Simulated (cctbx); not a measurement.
## Diagnosing a refinement

Cell a = 9.3020 Å, b = 9.3020 Å, c = 6.7900 Å, α = 90.00°, β = 90.00°, γ = 120.00°; space group P6_3/mcm (no. 193). The compound is Dy5BPb3.

Simulated single-crystal data (cctbx): Ag Kα, λ = 0.56087 Å, to d = 0.77 Å, 80 % of the full sphere, strongest reflection 40000 counts, noise from counting, a 6 % proportional error and a noise floor of 2 counts (s.d.); no absorption.

An anisotropic refinement with weights 1/σ² prints:

```text
Rint 0.051, 237 unique reflections to 0.77 A
cycle     R1     wR2    GooF  max shift (A)
   1  0.0235  0.0773   3.658   0.00128
   2  0.0113  0.0297   1.407   0.00001
final R1 0.0113 wR2 0.0297 GooF 1.405  parameters 12  data/parameter 19.8
atom        x        y        z      Ueq    occ   su(xyz)  su(Uiso or U11)
Pb1    0.00000  0.40100  0.75000   0.0102  1.000  0.00003  0.0002
Dy1    0.33333  0.66667  0.00000   0.0173  1.000  0.00000  0.0002
Dy2    0.00000  0.75597  0.75000   0.0121  1.000  0.00004  0.0002
O1     0.00000  0.00000  0.50000   0.0681  1.000  0.00000  0.0080
difference map: max 1.04 min -1.66 rms 0.21
Q1    0.0000  0.0000  0.0000    2    1.04  0.00 A from O1
Q2    0.0000  0.0665  0.7500    6    0.77  1.81 A from O1
Q3    0.2981  0.5518  0.2500   12    0.73  1.94 A from Dy1
Q4    0.0673  0.3485  0.7500   12    0.73  0.97 A from Pb1
Q5    0.0836  0.3622  0.2500   12    0.68  0.98 A from Dy2
Q6    0.0581  0.1791  0.7500   12    0.53  1.52 A from Dy2
```

**Question.** Can this result stand? If not, what is the likely fault?

Mend it. The fault: wrong element: O1 is B. Against the right model at the same level, R1 goes from 0.0085 to 0.0113 and GooF from 0.95 to 1.41 and U of O1 swells from 0.0242 to 0.0681 Å². O1 has 3 electrons too many and its U swells to shed them, as expected.

The compound is Dy5BPb3. The right model at the same level gives:

```text
Rint 0.051, 237 unique reflections to 0.77 A
cycle     R1     wR2    GooF  max shift (A)
   1  0.0208  0.0702   3.320   0.00102
   2  0.0085  0.0202   0.954   0.00000
final R1 0.0085 wR2 0.0202 GooF 0.954  parameters 12  data/parameter 19.8
atom        x        y        z      Ueq    occ   su(xyz)  su(Uiso or U11)
Pb1    0.00000  0.40101  0.75000   0.0102  1.000  0.00002  0.0001
Dy1    0.33333  0.66667  0.00000   0.0173  1.000  0.00000  0.0001
Dy2    0.00000  0.75600  0.75000   0.0121  1.000  0.00002  0.0001
B1     0.00000  0.00000  0.50000   0.0242  1.000  0.00000  0.0033
difference map: max 0.70 min -1.02 rms 0.17
Q1    0.2638  0.5561  0.7500   12    0.71  1.92 A from Dy1
Q2    0.0000  0.0000  0.0000    2    0.66  0.00 A from B1
Q3    0.0683  0.3486  0.7500   12    0.66  0.98 A from Pb1
Q4    0.0000  0.0664  0.7500    6    0.64  1.81 A from B1
Q5    0.0861  0.3673  0.2500   12    0.62  1.02 A from Dy2
Q6    0.0580  0.1819  0.7500   12    0.58  1.53 A from Dy2
```

This is a model crystal, built by substitution and not relaxed, with assumed displacement parameters.

[Middle refinement cycles are left out of these outputs.]

[Logs are printed without paths, hosts, clocks, repeated set-up lines and the standing remarks that a program may print on its own settings, such as how far it seeks lower states.]
